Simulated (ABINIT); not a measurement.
**BAs (F-43m): G0W0 in ABINIT against the screening cutoff in the self-energy**

How does the gap of BAs (F-43m) converge in the screening cutoff in the self-energy?

Method: LDA and many-body steps on it, plane waves, in ABINIT 10.8.3.

### Step 1. Set-up

It takes space group F-43m (No. 216, cubic). Conventional cell: a = 4.777 Å, b = 4.777 Å, c = 4.777 Å, α = 90.00°, β = 90.00°, γ = 90.00°. Nearest to B lie 4 As at 2.07 Å. As has 4 B at 2.07 Å nearest. Farther neighbours are not listed.

The cell and positions come from the Crystallography Open Database and are kept as given unless a step says otherwise.

### Step 2. Screening, 4×4×4 mesh, 90 bands, screening to 217.7 eV

This step: ABINIT 10.8.3; RPA screening on LDA, plane waves, norm-conserving pseudopotentials.

The RPA dielectric matrix is built and inverted for each q.

Contents of run.abi:

```
acell 3*1.0 Angstrom
rprim 
  -0.000000000000 2.388500000000 2.388500000000
  2.388500000000 -0.000000000000 2.388500000000
  2.388500000000 2.388500000000 -0.000000000000
ntypat 2
znucl 5 33
natom 2
typat 1 2
xred 
  0.000000000000 0.000000000000 0.000000000000
  0.250000000000 0.250000000000 0.250000000000
pp_dirpath "pseudos"
pseudos "B.upf, As.upf"
ecut 34
ngkpt 4 4 4
nshiftk 1
shiftk 0 0 0
kptopt 1
chksymbreak 0
istwfk *1
occopt 1
irdwfk 1
optdriver 3
nband 90
ecuteps 8
inclvkb 2
awtr 1
symchi 1
indata_prefix "in"
outdata_prefix "out"
tmpdata_prefix "tmp"
```

Run with:

```console
OMP_NUM_THREADS=1 mpirun -n 4 abinit run.abi > log
```

The program printed:

```text
.Version 10.8.3 of ABINIT. v10.8.2 released Aug 2026.

 Symmetries : space group F-4 3 m (#216); Bravais cF (face-center cubic)
[... echo of the input left out ...]
== DATASET  1 ==================================================================
-   mpi_nproc: 4, omp_nthreads: 1 (-1 if OMP is not activated)

--- !DatasetInfo
iteration_state: {dtset: 1, }
dimensions: {natom: 2, nkpt: 8, mband: 90, nsppol: 1, nspinor: 1, nspden: 1, mpw: 1807, }
cutoff_energies: {ecut:  34.0, pawecutdg:  -1.0, }
electrons: {nelect:   1.80000000E+01, charge:   0.00000000E+00, occopt:   1.00000000E+00, tsmear:   1.00000000E-02, }

 SCREENING: Calculation of the susceptibility and dielectric matrices

 Based on a program developped by R.W. Godby, V. Olevano, G. Onida, and L. Reining.
 Incorporated in ABINIT by V. Olevano, G.-M. Rignanese, and M. Torrent.
.Using double precision arithmetic ; gwpc =  8

[... cell and pseudopotentials left out ...]
--------------------------------------------------------------------------------

 ==== K-mesh for the wavefunctions ====
 Number of points in the irreducible wedge :     8
[... list of points left out ...]
 Together with 24 symmetry operations and time-reversal symmetry
 yields    64 points in the full Brillouin Zone.

 ==== Q-mesh for the screening function ====
 Number of points in the irreducible wedge :     8
[... list of points left out ...]
 Together with 24 symmetry operations and time-reversal symmetry
 yields    64 points in the full Brillouin Zone.

 setmesh: FFT mesh size selected  =    25x   25x   25
          total number of points  =        15625

 vcoul_init : cutoff-mode = AUXILIARY_FUNCTION
 q-points for optical limit:   1
     1)      0.000010    0.000020    0.000030

- screening: taking advantage of time-reversal symmetry
- Maximum band index for partially occupied states nbvw = 9
- Remaining bands to be divided among processors   nbcw = 81
- Number of bands treated by each node ~20

 Number of electrons calculated from density =   18.0000; Expected =   18.0000
 average of density, n =  0.097875
 r_s =    1.3461
 omega_plasma =   30.1780 [eV]

 calculating chi0 at frequencies [eV] :
  1    0.000000E+00    0.000000E+00
  2    0.000000E+00    3.017802E+01

--------------------------------------------------------------------------------
  q-point number  1        q = ( 0.000000, 0.000000, 0.000000) [r.l.u.]
--------------------------------------------------------------------------------
[... chi0 elements left out ...]
 For q-point:  0.000010 0.000020 0.000030
  dielectric constant =  14.1537
  dielectric constant without local fields =  15.4936

  Average fulfillment of the sum rule on Im[epsilon] for q-point    1 :     69.53  [%]
[... wings left out ...]
  q-point number  2        q = ( 0.250000, 0.000000, 0.000000) [r.l.u.]
--------------------------------------------------------------------------------
[... chi0 elements left out ...]
  Average fulfillment of the sum rule on Im[epsilon] for q-point    2 :     85.24  [%]

 [... 6 further q-points ...]
```

It took 14 s on 4 MPI ranks of Arm Neoverse V1, shared host; peak memory 0.52 GiB.

Numbers from this step:

```
ε∞ with local fields, on this mesh, along the program's q direction : 14.15
the same without local fields                                       : 15.49
plasma frequency                                                    : 30.18 eV
plane waves in the screening matrix                                 : 181
```

Local fields lower ε∞ by 9 %. On a Γ-centred mesh this coarse the value itself is usually too large, while a short band sum pulls it down.

### Step 3. 0.8 Ha

This step: G0W0 on LDA, plane waves, norm-conserving pseudopotentials.

Edit run.abi of step 2 so:

```diff
@@ -23,8 +23,17 @@
 irdwfk 1
-optdriver 3
+optdriver 4
 nband 90
-ecuteps 8
-inclvkb 2
-awtr 1
-symchi 1
+gwcalctyp 0
+ecutsigx 34
+symsigma 1
+nkptgw 2
+kptgw 
+  0.0000000000 0.0000000000 0.0000000000
+  0.5000000000 0.5000000000 0.0000000000
+bdgw 
+  7 12
+  8 11
+ecuteps 0.8
+irdscr 1
+ppmodel 1
 indata_prefix "in"
```

The program printed:

```text
.Version 10.8.3 of ABINIT. v10.8.2 released Aug 2026.

 Symmetries : space group F-4 3 m (#216); Bravais cF (face-center cubic)
[... echo of the input left out ...]
== DATASET  1 ==================================================================
-   mpi_nproc: 4, omp_nthreads: 1 (-1 if OMP is not activated)

--- !DatasetInfo
iteration_state: {dtset: 1, }
dimensions: {natom: 2, nkpt: 8, mband: 90, nsppol: 1, nspinor: 1, nspden: 1, mpw: 1807, }
cutoff_energies: {ecut:  34.0, pawecutdg:  -1.0, }
electrons: {nelect:   1.80000000E+01, charge:   0.00000000E+00, occopt:   1.00000000E+00, tsmear:   1.00000000E-02, }

 SIGMA: Calculation of the GW corrections

 Based on a program developped by R.W. Godby, V. Olevano, G. Onida, and L. Reining.
 Incorporated in ABINIT by V. Olevano, G.-M. Rignanese, and M. Torrent.
.Using double precision arithmetic ; gwpc =  8

[... cell and pseudopotentials left out ...]
--------------------------------------------------------------------------------

 ==== K-mesh for the wavefunctions ====
 Number of points in the irreducible wedge :     8
[... list of points left out ...]
 Together with 24 symmetry operations and time-reversal symmetry
 yields    64 points in the full Brillouin Zone.

 ==== Q-mesh for screening function ====
 Number of points in the irreducible wedge :     8
[... list of points left out ...]
 Together with 24 symmetry operations and time-reversal symmetry
 yields    64 points in the full Brillouin Zone.

 vcoul_init : cutoff-mode = AUXILIARY_FUNCTION
 q-points for optical limit:   1
     1)      0.000010    0.000020    0.000030
 setmesh: FFT mesh size selected  =    36x   36x   36
          total number of points  =        46656

 Number of electrons calculated from density =   18.0000; Expected =   18.0000
 average of density, n =  0.097875
 r_s =    1.3461
 omega_plasma =   30.1780 [eV]

 === KS Band Gaps ===
  >>>> For spin  1
   Minimum direct gap =   3.2646 [eV], located at k-point      :   0.0000  0.0000  0.0000
   Fundamental gap    =   1.3515 [eV], Top of valence bands at :   0.0000  0.0000  0.0000
                                       Bottom of conduction at :   0.5000  0.5000  0.0000
 SIGMA fundamental parameters:
 PLASMON POLE MODEL  1
 number of plane-waves for SigmaX                 1807
 number of plane-waves for SigmaC and W              9
 number of plane-waves for wavefunctions          1807
 number of bands                                    90
 number of independent spin polarizations            1
 number of spinorial components                      1
 number of k-points in IBZ                           8
 number of q-points in IBZ                           8
 number of symmetry operations                      24
 number of k-points in BZ                           64
 number of q-points in BZ                           64
 number of frequencies for dSigma/dE                 9
 frequency step for dSigma/dE [eV]                0.25
 number of omega for Sigma on real axis              0
 max omega for Sigma on real axis  [eV]           0.00
 zcut for avoiding poles [eV]                     0.10

 EPSILON^-1 parameters (SCR file):
 dimension of the eps^-1 matrix on file            181
 dimension of the eps^-1 matrix used                 9
 number of plane-waves for wavefunctions          1807
 number of bands                                    90
 number of q-points in IBZ                           8
 number of frequencies                               2
 number of real frequencies                          1
 number of imag frequencies                          1

 matrix elements of self-energy operator (all in [eV])

 Perturbative Calculation

--- !SelfEnergy_ee
iteration_state: {dtset: 1, }
kpoint     : [   0.000,    0.000,    0.000, ]
spin       : 1
KS_gap     :    3.265
QP_gap     :    4.021
Delta_QP_KS:    0.756
data: !SigmaeeData |
     Band     E0 <VxcDFT>   SigX SigC(E0)      Z dSigC/dE  Sig(E)    E-E0       E
        7   6.440 -13.886 -15.788   2.000   0.834  -0.199 -13.804   0.081   6.522
        8   6.440 -13.886 -15.788   2.000   0.834  -0.199 -13.804   0.081   6.522
        9   6.440 -13.886 -15.788   2.000   0.834  -0.199 -13.804   0.081   6.522
       10   9.705 -12.825  -8.273  -3.548   0.833  -0.200 -11.988   0.837  10.542
       11   9.705 -12.825  -8.273  -3.548   0.833  -0.200 -11.988   0.837  10.542
       12   9.705 -12.825  -8.273  -3.548   0.833  -0.200 -11.988   0.837  10.542

--- !SelfEnergy_ee
iteration_state: {dtset: 1, }
kpoint     : [   0.500,    0.500,    0.000, ]
spin       : 1
KS_gap     :    5.421
QP_gap     :    6.629
Delta_QP_KS:    1.208
data: !SigmaeeData |
     Band     E0 <VxcDFT>   SigX SigC(E0)      Z dSigC/dE  Sig(E)    E-E0       E
        8   2.371 -12.908 -16.448   3.126   0.816  -0.226 -13.246  -0.338   2.033
        9   2.371 -12.908 -16.448   3.126   0.816  -0.226 -13.246  -0.338   2.033
       10   7.792 -11.361  -6.620  -3.701   0.837  -0.195 -10.490   0.870   8.662
       11   7.889 -11.104  -6.492  -3.708   0.836  -0.197 -10.349   0.754   8.644

== END DATASET(S) ==============================================================
================================================================================

 -outvars: echo values of variables after computation  --------
           etotal      0.0000000000E+00
            nband          90
             nkpt           8
          spgroup         216
 [... the other variables as echoed above ...]

 Calculation completed.
```

Elapsed: 2.6 s, on 4 MPI ranks; peak memory 0.11 GiB.

This step gave:

```
G0W0 gap on the points computed              : 2.122 eV
starting gap on the mesh                     : 1.351 eV
k of the valence top                         : 0, 0, 0
k of the conduction bottom                   : 0.5, 0.5, 0
Z at the valence top                         : 0.834
Z at the conduction bottom                   : 0.836
least direct G0W0 gap on the computed points : 4.02 eV
```

### Step 4. 1.6 Ha

Edit run.abi of step 3 so:

```diff
@@ -35,3 +35,3 @@
   8 11
-ecuteps 0.8
+ecuteps 1.6
 irdscr 1
```

The program printed:

```text
.Version 10.8.3 of ABINIT. v10.8.2 released Aug 2026.

 Symmetries : space group F-4 3 m (#216); Bravais cF (face-center cubic)
[... echo of the input left out ...]
== DATASET  1 ==================================================================
-   mpi_nproc: 4, omp_nthreads: 1 (-1 if OMP is not activated)

--- !DatasetInfo
iteration_state: {dtset: 1, }
dimensions: {natom: 2, nkpt: 8, mband: 90, nsppol: 1, nspinor: 1, nspden: 1, mpw: 1807, }
cutoff_energies: {ecut:  34.0, pawecutdg:  -1.0, }
electrons: {nelect:   1.80000000E+01, charge:   0.00000000E+00, occopt:   1.00000000E+00, tsmear:   1.00000000E-02, }

 SIGMA: Calculation of the GW corrections

 Based on a program developped by R.W. Godby, V. Olevano, G. Onida, and L. Reining.
 Incorporated in ABINIT by V. Olevano, G.-M. Rignanese, and M. Torrent.
.Using double precision arithmetic ; gwpc =  8

[... cell and pseudopotentials left out ...]
--------------------------------------------------------------------------------

 ==== K-mesh for the wavefunctions ====
 Number of points in the irreducible wedge :     8
[... list of points left out ...]
 Together with 24 symmetry operations and time-reversal symmetry
 yields    64 points in the full Brillouin Zone.

 ==== Q-mesh for screening function ====
 Number of points in the irreducible wedge :     8
[... list of points left out ...]
 Together with 24 symmetry operations and time-reversal symmetry
 yields    64 points in the full Brillouin Zone.

 vcoul_init : cutoff-mode = AUXILIARY_FUNCTION
 q-points for optical limit:   1
     1)      0.000010    0.000020    0.000030
 setmesh: FFT mesh size selected  =    36x   36x   36
          total number of points  =        46656

 Number of electrons calculated from density =   18.0000; Expected =   18.0000
[...]
number of omega for Sigma on real axis              0
 max omega for Sigma on real axis  [eV]           0.00
 zcut for avoiding poles [eV]                     0.10

 EPSILON^-1 parameters (SCR file):
 dimension of the eps^-1 matrix on file            181
 dimension of the eps^-1 matrix used                15
 number of plane-waves for wavefunctions          1807
 number of bands                                    90
 number of q-points in IBZ                           8
 number of frequencies                               2
 number of real frequencies                          1
 number of imag frequencies                          1

 matrix elements of self-energy operator (all in [eV])

 Perturbative Calculation

--- !SelfEnergy_ee
iteration_state: {dtset: 1, }
kpoint     : [   0.000,    0.000,    0.000, ]
spin       : 1
KS_gap     :    3.265
QP_gap     :    3.912
Delta_QP_KS:    0.647
data: !SigmaeeData |
     Band     E0 <VxcDFT>   SigX SigC(E0)      Z dSigC/dE  Sig(E)    E-E0       E
        7   6.440 -13.886 -15.788   1.792   0.818  -0.223 -13.976  -0.090   6.350
        8   6.440 -13.886 -15.788   1.792   0.818  -0.223 -13.976  -0.090   6.350
        9   6.440 -13.886 -15.788   1.792   0.818  -0.223 -13.976  -0.090   6.350
[...]
--- !SelfEnergy_ee
iteration_state: {dtset: 1, }
kpoint     : [   0.500,    0.500,    0.000, ]
spin       : 1
KS_gap     :    5.421
QP_gap     :    6.452
Delta_QP_KS:    1.031
data: !SigmaeeData |
     Band     E0 <VxcDFT>   SigX SigC(E0)      Z dSigC/dE  Sig(E)    E-E0       E
[...]
10   7.792 -11.361  -6.620  -4.033   0.826  -0.211 -10.776   0.584   8.376
       11   7.889 -11.104  -6.492  -3.953   0.824  -0.214 -10.561   0.542   8.432

== END DATASET(S) ==============================================================
================================================================================

 -outvars: echo values of variables after computation  --------
           etotal      0.0000000000E+00
            nband          90
             nkpt           8
          spgroup         216
 [... the other variables as echoed above ...]

 Calculation completed.
```

Run time: 2.6 s. Hardware: 4 MPI ranks; peak memory 0.11 GiB.

Numbers from this step:

```
G0W0 gap on the points computed              : 2.026 eV
starting gap on the mesh                     : 1.351 eV
k of the valence top                         : 0, 0, 0
k of the conduction bottom                   : 0.5, 0.5, 0
Z at the valence top                         : 0.818
Z at the conduction bottom                   : 0.826
least direct G0W0 gap on the computed points : 3.912 eV
```

### Step 5. 2.8 Ha

The self-energy is evaluated for the states that the input lists, and the levels follow from it, in one-shot runs by the linearised quasiparticle equation.

Edit run.abi of step 4 so:

```diff
@@ -35,3 +35,3 @@
   8 11
-ecuteps 1.6
+ecuteps 2.8
 irdscr 1
```

The program printed:

```text
.Version 10.8.3 of ABINIT. v10.8.2 released Aug 2026.

 Symmetries : space group F-4 3 m (#216); Bravais cF (face-center cubic)
[... echo of the input left out ...]
== DATASET  1 ==================================================================
-   mpi_nproc: 4, omp_nthreads: 1 (-1 if OMP is not activated)

--- !DatasetInfo
iteration_state: {dtset: 1, }
dimensions: {natom: 2, nkpt: 8, mband: 90, nsppol: 1, nspinor: 1, nspden: 1, mpw: 1807, }
cutoff_energies: {ecut:  34.0, pawecutdg:  -1.0, }
[...]
Band     E0 <VxcDFT>   SigX SigC(E0)      Z dSigC/dE  Sig(E)    E-E0       E
[...]
10   7.792 -11.361  -6.620  -4.249   0.820  -0.219 -10.957   0.403   8.195
       11   7.889 -11.104  -6.492  -4.194   0.818  -0.223 -10.763   0.341   8.231

== END DATASET(S) ==============================================================
================================================================================

 -outvars: echo values of variables after computation  --------
           etotal      0.0000000000E+00
            nband          90
             nkpt           8
          spgroup         216
 [... the other variables as echoed above ...]

 Calculation completed.
```

The job ended after 3.3 s (4 MPI ranks; peak memory 0.44 GiB; 13 s of CPU time).

This step gave:

```
G0W0 gap on the points computed              : 2.213 eV
starting gap on the mesh                     : 1.351 eV
k of the valence top                         : 0, 0, 0
k of the conduction bottom                   : 0.5, 0.5, 0
least direct G0W0 gap on the computed points : 4.021 eV
```

The gap on the mesh goes from 1.35 eV to 2.21 eV, a correction of +0.86 eV.

(Continued in part 2 of 2.)

[Paths, hosts, dates, memory and timing lines, banners, echoed tables and standing remarks are left out of the program output.]

[Logs are printed without paths, hosts, clocks, repeated set-up lines and the standing remarks that a program may print on its own settings, such as how far it seeks lower states.]

[Runs of the session that timed out or met a known fault of the program may be left out.]

[No measured gap is set beside runs whose start may be inverted or whose files or cutoffs have a known fault.]

[Hosts, paths, dates, database ids (printed as entryN), source tags and the programs' standing remarks are cut or masked in the printed files.]

[G0W0 gaps are taken among the corrected bands and points alone; a level outside them can change the order at an edge.]

[Where Ansatz stands beside ABINIT at settings called matched, ABINIT's density can come from a denser mesh and the files from another edition; pairs whose starting gaps differed by over 0.03 eV were left out, so agreement reads better than it is.]
